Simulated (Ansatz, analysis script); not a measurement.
# Fixed-spin-moment curve of FeSb

Aim: the energy of FeSb as its total moment is fixed at a series of values, and its answer to a field.

Method: PBEsol, PAW set soft_1 (files made for PBE), in Ansatz 0.2.0.

The database entry behind the starting cell differs from later determinations by our own check (0.1 to 0.3 % short, probably kX units), so it need not match the best structure at ambient conditions.

### 1. The starting structure

The structure is hexagonal, space group P6_3/mmc (No. 194). Conventional cell: a = 4.060 Å, b = 4.060 Å, c = 5.130 Å, α = 90.00°, β = 90.00°, γ = 120.00°. Fe has 2 Fe at 2.56 Å and 6 Sb at 2.67 Å nearest. Nearest to Sb lie 6 Fe at 2.67 Å. Farther neighbours are not listed.

As a file:

```cif
data_structure
_symmetry_space_group_name_H-M 'P 1'
_symmetry_Int_Tables_number 1
_cell_length_a 4.0600
_cell_length_b 4.0600
_cell_length_c 5.1300
_cell_angle_alpha 90.000
_cell_angle_beta 90.000
_cell_angle_gamma 120.000
_cell_volume 73.23
loop_
_atom_site_label
_atom_site_type_symbol
_atom_site_fract_x
_atom_site_fract_y
_atom_site_fract_z
_atom_site_occupancy
Fe1 Fe 0.00000 0.00000 0.00000 1
Fe2 Fe 0.00000 0.00000 0.50000 1
Sb3 Sb 0.33333 0.66667 0.25000 1
Sb4 Sb 0.66667 0.33333 0.75000 1
```

The cell of this run holds 4 atoms, 2 of them with a starting moment; values «a cell» refer to the cell of the run in question.

### 2. The collinear state

First a free collinear run, to see which state the typed moments lead to.

Input file input.yaml:

```yaml
crystal:
  lattice:
    - [4.06, 0.0, 0.0]
    - [-2.03, 3.5160631394, 0.0]
    - [0.0, 0.0, 5.13]
  atoms:
    - { symbol: Fe, position: [0.0, 0.0, 0.0], spin: 2.8 }
    - { symbol: Fe, position: [0.0, 0.0, 0.5], spin: 2.8 }
    - { symbol: Sb, position: [0.3333333333, 0.6666666667, 0.25] }
    - { symbol: Sb, position: [0.6666666667, 0.3333333333, 0.75] }
magnetization:
  spin_polarized: true
kpoints:
  mp_grid: { grid: [10, 10, 8] }
hamiltonian:
  xc: pbesol
  pseudopotentials: { kind: paw, azcp: { folder: soft_1 }, xc_functional: pbe }
scf:
  occupations: { method: fermi_dirac, width: 0.05 }
  max_iter: 120
  convergence: { dr2_threshold: 1.0e-08 }
  lower_state_search: "off"
output:
  write_density: true
  write_potential: true
  elf: true
  volumetric_format: npy
```

Started as:

```console
ansatz run input.yaml --threads 1 --pin off --max-ram 2560MiB --backend cpu --events-out ev --progress --plain --runs-dir out
```

Numbers of over 12 decimals in the logs are rounded to 6 here.

What it wrote:

```text
Engine: ansatz 0.2.0, aarch64-unknown-linux-gnu
Pseudopotentials: kind: paw
Pseudopotential: Fe, paw, valence charge 16, recommended cutoff 420 eV (normal), soft_1/Fe.paw.azcp
Pseudopotential: Sb, paw, valence charge 15, recommended cutoff 420 eV (normal), soft_1/Sb.paw.azcp
Functional definition: PBEsol
  exchange = pbesol_x
  correlation = pbesol_c
Crystal: 4 atoms, lattice volume = 73.232 Å³
Basis set: ecut = 420 eV, 1421 PW (Γ)
Bands: 41, of which v1, the nominal top of the filled ones, is band 31 counted from 1 (30 counted from 0)
Symmetry: 24 space group operations
Space group: P63/mmc (ITA 194), of the structure as read, at distance tolerance 4.2e-5 Å
Magnetic group: BNS 194.263 (UNI 1493), of the structure as read, at distance tolerance 4.2e-5 Å
k-points: 70 of 800
Non-local potential: Fe, projectors of the file, l = 0: 3, l = 1: 2, l = 2: 3, l = 3: 1
Non-local potential: Sb, projectors of the file, l = 0: 2, l = 1: 2, l = 2: 2, l = 3: 1
PAW form: soft (Blöchl's): semilocal exchange-correlation on the pseudo side does not see the compensation charge
PAW frozen core: Fe, regenerated for the run's functional, and the local potential with it (the file was generated under x = pbe(κ = 0.804, μ = 0.219515), c = pbe(β = 0.066725))
PAW frozen core: Sb, regenerated for the run's functional, and the local potential with it (the file was generated under x = pbe(κ = 0.804, μ = 0.219515), c = pbe(β = 0.066725))
PAW one-centre angular grid: Fe, 590 points (default); XC on 64 Gauss nodes
PAW one-centre angular grid: Sb, 590 points (default); XC on 64 Gauss nodes
Initial density: superposition of atomic densities (chi_scale 0.1, normalization cell)
Starting moments: Σ|m| = 5.6 μB on 2 of 4 sites
Initial wavefunctions: pseudopotential atomic-orbital guess
Functional: x = pbesol(κ = 0.804, μ = 0.123457), c = pbesol(β = 0.046)
SCF iter   1: F=—  HF=-21715.473001 eV  |F-HF|=—  |Δ(HF+E_count)|=         —  Δρ=1.10e-1 (↑2.69e-2 ↓1.10e-1)  dr2=1.37e1  dr2_m=2.30e0  M=3.205 μB ∫|m|=3.745 μB  β_m=0.30  ethr=3.10e-3  ⟨swp⟩=6.8  Hψ=23125  notcnv=0  defer=4
preconditioner: auto → Kerker (q_TF=auto, 2.654 Å⁻¹)  [metal: Δε(μ)=0.002 eV  Ē_g=18.313 eV  σ=0.050 eV  W_gap=0.01  n_scr=22 (ndim 8)  ℏωp=29.4 eV  f_vac=0.000  D(μ)=3.85/eV (n_scr^D=34)]
spin=Collinear: Kerker preconditioning applied to the charge; magnetization (m = ρ↑ − ρ↓) channel mixes plain (no charge-response kernel on spin).
SCF iter   2: F=—  HF=-21714.377249 eV  |F-HF|=—  |Δ(HF+E_count)|=    1.10e0  Δρ=5.51e-2 (↑5.51e-2 ↓2.02e-2)  dr2=1.52e0  dr2_m=6.31e-1  M=3.699 μB ∫|m|=4.227 μB  β_m=0.30  ethr=3.10e-3  ⟨swp⟩=3.1  Hψ=12097  notcnv=0  defer=411
SCF iter   3: F=—  HF=-21714.178585 eV  |F-HF|=—  |Δ(HF+E_count)|=   1.99e-1  Δρ=3.05e-2 (↑2.93e-2 ↓3.05e-2)  dr2=1.21e0  dr2_m=4.67e-1  M=3.466 μB ∫|m|=4.044 μB  β_m=0.30  ethr=2.46e-3  ⟨swp⟩=2.1  Hψ=8766  notcnv=0  defer=380
SCF iter   4: F=—  HF=-21713.924488 eV  |F-HF|=—  |Δ(HF+E_count)|=   2.54e-1  Δρ=1.53e-2 (↑1.53e-2 ↓9.18e-3)  dr2=1.35e-1  dr2_m=8.22e-2  M=3.716 μB ∫|m|=4.280 μB  β_m=1.00  ethr=1.95e-3  ⟨swp⟩=2.9  Hψ=8580  notcnv=0  defer=380
SCF iter   5: F=—  HF=-21713.942092 eV  |F-HF|=—  |Δ(HF+E_count)|=   1.76e-2  Δρ=6.75e-3 (↑6.75e-3 ↓2.74e-3)  dr2=4.34e-2  dr2_m=8.46e-3  M=3.573 μB ∫|m|=4.219 μB  β_m=0.30  ethr=2.18e-4  ⟨swp⟩=2.5  Hψ=9943  notcnv=0  defer=372
SCF iter   6: F=—  HF=-21713.935514 eV  |F-HF|=—  |Δ(HF+E_count)|=   6.58e-3  Δρ=5.80e-3 (↑5.07e-3 ↓5.80e-3)  dr2=2.70e-3  dr2_m=1.88e-2  M=3.479 μB ∫|m|=4.134 μB  β_m=0.30  ethr=7.01e-5  ⟨swp⟩=2.3  Hψ=9686  notcnv=0  defer=372
Mixer restart at iter 6: flushing history
spin-set hold released at iteration 6 (site moments contracting): the magnetisation degrees of freedom join the quasi-Newton model from the next iteration; the mixer history was flushed
SCF iter   7: F=—  HF=-21713.939475 eV  |F-HF|=—  |Δ(HF+E_count)|=   3.96e-3  Δρ=6.14e-3 (↑5.25e-3 ↓6.14e-3)  dr2=2.20e-3  dr2_m=2.11e-2  M=3.423 μB ∫|m|=4.079 μB  β_m=0.36  ethr=4.35e-6  ⟨swp⟩=2.2  Hψ=8160  notcnv=0  defer=372
SCF iter   8: F=—  HF=-21713.953228 eV  |F-HF|=—  |Δ(HF+E_count)|=   1.38e-2  Δρ=4.95e-3 (↑4.95e-3 ↓4.56e-3)  dr2=9.06e-4  dr2_m=1.50e-2  M=3.252 μB ∫|m|=3.900 μB  β_m=0.65  ethr=3.55e-6  ⟨swp⟩=2.0  Hψ=10452  notcnv=0  defer=372
SCF iter   9: F=—  HF=-21713.965178 eV  |F-HF|=—  |Δ(HF+E_count)|=   1.19e-2  Δρ=4.64e-3 (↑1.28e-3 ↓4.64e-3)  dr2=2.32e-2  dr2_m=2.12e-3  M=3.033 μB ∫|m|=3.653 μB  β_m=0.59  ethr=1.46e-6  ⟨swp⟩=2.5  Hψ=11098  notcnv=0  defer=372
SCF iter  10: F=—  HF=-21713.962996 eV  |F-HF|=—  |Δ(HF+E_count)|=   2.18e-3  Δρ=1.54e-3 (↑1.54e-3 ↓1.34e-3)  dr2=4.93e-3  dr2_m=3.38e-5  M=2.978 μB ∫|m|=3.578 μB  β_m=0.64  ethr=1.46e-6  ⟨swp⟩=2.6  Hψ=11449  notcnv=0  defer=375
SCF iter  11: F=—  HF=-21713.962833 eV  |F-HF|=—  |Δ(HF+E_count)|=   1.63e-4  Δρ=8.42e-4 (↑8.42e-4 ↓7.41e-4)  dr2=1.58e-3  dr2_m=9.03e-6  M=2.977 μB ∫|m|=3.573 μB  β_m=0.81  ethr=1.46e-6  ⟨swp⟩=1.9  Hψ=6748  notcnv=0  defer=375
SCF iter  12: F=—  HF=-21713.962688 eV  |F-HF|=—  |Δ(HF+E_count)|=   1.45e-4  Δρ=6.07e-5 (↑5.19e-5 ↓6.07e-5)  dr2=1.84e-6  dr2_m=1.81e-6  M=2.968 μB ∫|m|=3.562 μB  β_m=0.90  ethr=1.46e-6  ⟨swp⟩=2.0  Hψ=6324  notcnv=0  defer=375
SCF iter  13: F=—  HF=-21713.962688 eV  |F-HF|=—  |Δ(HF+E_count)|=   7.65e-8  Δρ=4.80e-5 (↑2.09e-5 ↓4.80e-5)  dr2=2.67e-6  dr2_m=2.31e-7  M=2.967 μB ∫|m|=3.559 μB  β_m=0.95  ethr=2.97e-9  ⟨swp⟩=2.0  Hψ=9861  notcnv=0  defer=375
SCF iter  14: F=—  HF=-21713.962688 eV  |F-HF|=—  |Δ(HF+E_count)|=   2.96e-8  Δρ=1.51e-5 (↑7.52e-6 ↓1.51e-5)  dr2=3.81e-7  dr2_m=1.25e-8  M=2.966 μB ∫|m|=3.558 μB  β_m=0.96  ethr=2.97e-9  ⟨swp⟩=2.0  Hψ=6550  notcnv=0  defer=375
SCF iter  15: F=—  HF=-21713.962688 eV  |F-HF|=—  |Δ(HF+E_count)|=   1.34e-8  Δρ=8.16e-6 (↑6.16e-6 ↓8.16e-6)  dr2=1.62e-7  dr2_m=8.41e-10  M=2.966 μB ∫|m|=3.558 μB  β_m=0.93  ethr=6.14e-10  ⟨swp⟩=1.0  Hψ=5361  notcnv=0  defer=375
SCF iter  16: F=-21713.962688 eV  HF=-21713.962688 eV  |F-HF|=3.71e-10  |Δ(HF+E_count)|=   1.68e-8  Δρ=1.10e-6 (↑5.77e-7 ↓1.10e-6)  dr2=1.46e-9  dr2_m=1.77e-10  M=2.966 μB ∫|m|=3.558 μB  ethr=1.61e-11  ⟨swp⟩=8.3  Hψ=21739  notcnv=0
SCF 1 converged in 16 iterations: F = -21713.962688 eV  dr2 = 1.46e-9
  greatest PAW one-centre occupation: 1.001 electrons in one spin orbital (limit 2), on the Fe atom at site 1 (counted from 0), in its partial waves of l = 1
SCF converged after 16 iterations
Magnetization: 2.9664 μB (32.4832 up, 29.5168 down)
Absolute magnetization: 3.5599 μB (∫|ρ↑−ρ↓|, with the PAW one-centre terms)
Spin contamination: 0.1100 ħ² per cell (⟨S²⟩ above its minimum at these occupations)
Per-site moments (μB) at R_I (Å): [(1.595804, 1.0580625), (1.595804, 1.0580625), (-0.065645, 1.102181), (-0.065645, 1.102181)]
Free energy (F): -21713.962688 eV
Harris-Foulkes:  -21713.962688 eV  (|F-HF|=3.71e-10)
Internal energy: -21713.923283 eV  (E = F + TS)
E sigma→0 (E₀):  -21713.942986 eV
Entropy (-TS):   -0.039405 eV (-9.851 meV/atom)
Fermi energy:    14.252973 eV
--- Per-component energies (eV) ---
  E_band       = -759.100701
  E_kinetic    = 991.721124
  E_local      = -8057.381004  (includes V_loc(G=0)·N_el)
  E_nonlocal   = 1372.136778
  E_hartree    = 3387.341356
  E_xc         = -415.092727
  E_vxc        = -464.039878  (∫ρ·V_xc dr)
  E_paw        = -11644.689649  (= ΣΔE_a)
  E_vpaw       = -1376.220333  (= ΣTr[D̂ρ^β])
  E_aug_tail   = -0.001709  (compensation charges beyond the density's cutoff)
  E_ewald      = -7348.979566
  E_core_change = 1.022114  (= ΣΔE_core)
  E_smearing   = -0.039405  (= −TS)
  E_closure    = 0.000000  (closes the sum)
  Σ components = -21713.962688   (vs F -21713.962688, Δ=0.00e0)
--- Band table (eV; the first three rows and the last of 140) ---
  k-point 0 ↑: bands = [... 27 lower, 12.6217, 13.2477, 13.2477, 14.8708, 14.8708, 15.0043, 17.0718, 17.0718, ... 6 higher]
  k-point 1 ↑: bands = [... 27 lower, 12.4976, 13.1159, 13.1159, 14.8527, 15.0996, 15.0996, 17.0589, 17.0589, ... 6 higher]
  k-point 2 ↑: bands = [... 27 lower, 12.1590, 12.8781, 12.8781, 14.5330, 15.5945, 15.5945, 16.6430, 17.0058, ... 6 higher]
  k-point 69 ↓: bands = [... 27 lower, 13.6442, 14.0492, 14.0492, 14.6177, 14.6177, 14.9153, 14.9153, 19.0577, ... 6 higher]
```

Elapsed: 38 s, on 1 thread of Arm Neoverse V1, shared host; peak memory 0.5 GiB.

The column dr2 measures how far the density is from self-consistency, as an energy; F and HF (Harris–Foulkes) agree once it is small.

Spin moment in the atom's sphere by atom:

| atom | spin moment in the atom's sphere (μB) |
| --- | --- |
| Fe1 | 1.60 |
| Fe2 | 1.60 |
| Sb3 | -0.07 |
| Sb4 | -0.07 |

Tables count atoms from 1; parts of the log count from 0.

The run ends ferromagnetic, with a net moment of 2.97 μB a cell. Only this order was typed.

Spin density in the ac plane at fractional y = 0.000, with atoms of Fe within 0.2 Å of it.

Ten even steps from '_' (0.0 e/Å³) to '@' (3.0 e/Å³), each cell a mean:
```
##==____________________::++
::..______________________..
____________________________
____________________________
____________________________
____________________________
::..____________________..::
%%==..__________________::**
@@++..__________________::##
==--____________________..--
____________________________
____________________________
____________________________
____________________________
____________________________
++--____________________..==
@@++..__________________::##
```
Columns run along a (4.1 Å), rows up along c (5.1 Å). Atoms in or near the plane, at fractional coordinates: Fe at (0.00, 0.00), Fe at (0.00, 0.50).

Valence density in the ac plane at fractional y = 0.000, with atoms of Fe within 0.2 Å of it. It is the smooth field of the valence electrons, not physical close to the nuclei.

Ten steps, logarithmic in the rise over the least value, from '_' (0 e/Å³) to '@' (28 e/Å³), each cell a mean:
```
@@%%==..______________::**%%
**++::..______________..==**
::::..__________________..::
....______________________..
....______________________..
--::..__________________..::
##**--..______________..==**
@@%%++::______________::**%%
@@%%++::______________::##@@
%%##--..______________..++##
==--..________________..::==
....____________________....
..__________________________
::..____________________....
++==..________________..::==
%%##==..______________::++%%
@@%%++::______________::##@@
```
Columns run along a (4.1 Å), rows up along c (5.1 Å). Atoms in or near the plane, at fractional coordinates: Fe at (0.00, 0.00), Fe at (0.00, 0.50).

ELF in the ac plane at fractional y = 0.000, with atoms of Fe within 0.2 Å of it. It is the smooth field of the valence electrons, not physical close to the nuclei.

Values, 17 rows by 14 columns, each cell a mean:
```
0.78 0.60 0.30 0.19 0.24 0.32 0.33 0.32 0.33 0.31 0.20 0.21 0.41 0.66
0.47 0.36 0.20 0.18 0.31 0.38 0.38 0.37 0.39 0.38 0.25 0.17 0.26 0.40
0.23 0.20 0.19 0.29 0.43 0.44 0.41 0.39 0.42 0.45 0.39 0.26 0.18 0.21
0.27 0.28 0.33 0.42 0.49 0.46 0.40 0.39 0.42 0.47 0.47 0.39 0.30 0.27
0.26 0.26 0.31 0.40 0.48 0.46 0.40 0.39 0.42 0.47 0.46 0.38 0.28 0.26
0.26 0.22 0.18 0.26 0.41 0.44 0.40 0.39 0.42 0.44 0.36 0.23 0.18 0.23
0.51 0.39 0.21 0.18 0.30 0.38 0.38 0.37 0.38 0.37 0.24 0.17 0.27 0.43
0.82 0.64 0.32 0.19 0.24 0.31 0.32 0.31 0.32 0.30 0.20 0.22 0.43 0.71
0.88 0.70 0.35 0.20 0.23 0.30 0.30 0.30 0.31 0.29 0.19 0.23 0.47 0.77
0.63 0.48 0.25 0.18 0.27 0.35 0.36 0.35 0.36 0.34 0.22 0.19 0.33 0.53
0.32 0.25 0.17 0.21 0.37 0.42 0.40 0.39 0.41 0.42 0.31 0.19 0.19 0.28
0.23 0.22 0.26 0.36 0.46 0.45 0.40 0.39 0.42 0.46 0.44 0.33 0.23 0.22
0.30 0.31 0.36 0.44 0.49 0.46 0.40 0.39 0.42 0.47 0.48 0.42 0.33 0.30
0.22 0.21 0.23 0.33 0.45 0.45 0.40 0.39 0.42 0.46 0.42 0.30 0.21 0.21
0.34 0.27 0.18 0.20 0.36 0.41 0.40 0.39 0.41 0.41 0.30 0.18 0.20 0.30
0.70 0.53 0.27 0.18 0.26 0.34 0.34 0.34 0.35 0.33 0.21 0.19 0.36 0.59
0.89 0.71 0.35 0.20 0.23 0.30 0.30 0.30 0.30 0.29 0.19 0.23 0.48 0.78
```
Columns run along a (4.1 Å), rows up along c (5.1 Å). Atoms in or near the plane, at fractional coordinates: Fe at (0.00, 0.00), Fe at (0.00, 0.50).

### 3. The same state on a denser mesh

Levels at the Fermi energy are partly filled, so moments and energy differences can hang on the k-mesh, and the state is solved again on a denser one.

input.yaml, the sections that differ from step 2:

```yaml
crystal:
  lattice:
    - [4.06, 0.0, 0.0]
    - [-2.03, 3.5160631394, 0.0]
    - [0.0, 0.0, 5.13]
  atoms:
    - { symbol: Fe, position: [0.0, 0.0, 0.0], spin: 1.6 }
    - { symbol: Fe, position: [0.0, 0.0, 0.5], spin: 1.6 }
    - { symbol: Sb, position: [0.3333333333, 0.6666666667, 0.25] }
    - { symbol: Sb, position: [0.6666666667, 0.3333333333, 0.75] }
kpoints:
  mp_grid: { grid: [11, 11, 8] }
basis:
  ecutwfc: 420.0
checkpoint:
  read: start
  write: ck
  compress: false
  write_wavefunctions: false
  write_every: 100000
# magnetization, hamiltonian, scf: as in step 2
# output: removed
```

Started as:

```console
ansatz run input.yaml --threads 2 --pin off --max-ram 5120MiB --backend cpu --events-out ev --progress --plain --runs-dir out
```

What it wrote:

```text
[...]
Absolute magnetization: 3.5769 μB (∫|ρ↑−ρ↓|, with the PAW one-centre terms)
[...]
Per-site moments (μB) at R_I (Å): [(1.603756, 1.0580625), (1.603756, 1.0580625), (-0.065790, 1.102181), (-0.065790, 1.102181)]
Free energy (F): -21713.961860 eV
[...]
Internal energy: -21713.921117 eV  (E = F + TS)
E sigma→0 (E₀):  -21713.941489 eV
Entropy (-TS):   -0.040743 eV (-10.186 meV/atom)
Fermi energy:    14.254714 eV
[...]
[key lines of the parts left out:]
SCF converged after 8 iterations
Magnetization: 2.9818 μB (32.4909 up, 29.5091 down)
```

Elapsed: 11 s, on 2 threads; peak memory 0.54 GiB.

Spin moment in the atom's sphere by atom:

| atom | spin moment in the atom's sphere (μB) |
| --- | --- |
| Fe1 | 1.60 |
| Fe2 | 1.60 |
| Sb3 | -0.07 |
| Sb4 | -0.07 |

The run ends ferromagnetic, with a net moment of 2.98 μB a cell, against 2.97 μB on the first mesh.

### 4. Without spin

The state without spin is the zero of E(M).

input.yaml, the sections that differ from step 3:

```yaml
crystal:
  lattice:
    - [4.06, 0.0, 0.0]
    - [-2.03, 3.5160631394, 0.0]
    - [0.0, 0.0, 5.13]
  atoms:
    - { symbol: Fe, position: [0.0, 0.0, 0.0] }
    - { symbol: Fe, position: [0.0, 0.0, 0.5] }
    - { symbol: Sb, position: [0.3333333333, 0.6666666667, 0.25] }
    - { symbol: Sb, position: [0.6666666667, 0.3333333333, 0.75] }
scf:
  occupations: { method: fermi_dirac, width: 0.05 }
  max_iter: 120
  convergence: { dr2_threshold: 1.0e-08 }
# kpoints, hamiltonian, basis: as in step 3
# magnetization: removed
# checkpoint: removed
```

Started as:

```console
ansatz run input.yaml --threads 1 --pin off --max-ram 2560MiB --backend cpu --events-out ev --progress --plain --runs-dir out
```

What it wrote:

```text
[...]
Crystal: 4 atoms, lattice volume = 73.232 Å³
Basis set: ecut = 420 eV, 1421 PW (Γ)
Bands: 36, of which v1, the nominal top of the filled ones, is band 31 counted from 1 (30 counted from 0)
Symmetry: 24 space group operations
[...]
k-points: 80 of 968
[...]
SCF iter   1: F=—  HF=-21719.327883 eV  |F-HF|=—  |Δ(HF+E_count)|=         —  Δρ=2.30e-1  dr2=5.26e1  ethr=3.10e-3  ⟨swp⟩=6.1  Hψ=10959  notcnv=0
[...]
SCF iter  11: F=-21713.637695 eV  HF=-21713.637695 eV  |F-HF|=4.00e-11  |Δ(HF+E_count)|=   3.56e-9  Δρ=1.34e-6  dr2=9.45e-10  ethr=1.61e-11  ⟨swp⟩=2.6  Hψ=5755  notcnv=0
SCF 1 converged in 11 iterations: F = -21713.637695 eV  dr2 = 9.45e-10
[...]
SCF converged after 11 iterations
Free energy (F): -21713.637695 eV
[...]
Internal energy: -21713.577434 eV  (E = F + TS)
E sigma→0 (E₀):  -21713.607564 eV
Entropy (-TS):   -0.060261 eV (-15.065 meV/atom)
Fermi energy:    14.117584 eV
[...]
```

Elapsed: 13 s, on 1 thread; peak memory 0.41 GiB.

The free collinear run lies 324 meV below it.

### 5. Without spin, levels printed

Changes to input.yaml since step 4:

```diff
@@ -21 +21,3 @@
   ecutwfc: 420.0
+output:
+  eigenvalues: true
```

What it wrote:

```text
[...]
Crystal: 4 atoms, lattice volume = 73.232 Å³
Basis set: ecut = 420 eV, 1421 PW (Γ)
Bands: 38, of which v1, the nominal top of the filled ones, is band 31 counted from 1 (30 counted from 0)
Symmetry: 24 space group operations
[...]
k-points: 80 of 968
[...]
--- Band table (eV; the first three rows and the last of 80) ---
  k-point 0: bands = [... 27 lower, 13.3113, 14.1943, 14.1943, 14.8739, 14.8739, 15.6520, 17.2013, 17.4487, ... 3 higher]
  k-point 1: bands = [... 27 lower, 13.1324, 13.9860, 13.9860, 15.2224, 15.2224, 15.4464, 17.4307, 17.4307, ... 3 higher]
  k-point 2: bands = [... 27 lower, 12.7031, 13.7116, 13.7116, 15.0302, 15.8139, 15.8139, 16.5862, 17.3624, ... 3 higher]
  k-point 79: bands = [... 27 lower, 13.1219, 13.3511, 13.3511, 13.9231, 13.9231, 14.2173, 14.2173, 18.7934, ... 3 higher]
[key lines of the parts left out:]
SCF converged after 11 iterations
Free energy (F): -21713.637695 eV
Fermi energy:    14.117586 eV
```

It took 14 s on 1 thread; peak memory 0.41 GiB.

(Continued in part 2 of 2.)

[Logs and program files are shortened in this print: banners, set-up blocks, solver, clock and traceback lines can be left out without a mark of their own.]

[Logs are printed without paths, hosts, clocks, repeated set-up lines and the standing remarks that a program may print on its own settings, such as how far it seeks lower states.]

[Hosts, paths, dates, database ids (printed as entryN), source tags and the programs' standing remarks are cut or masked in the printed files.]
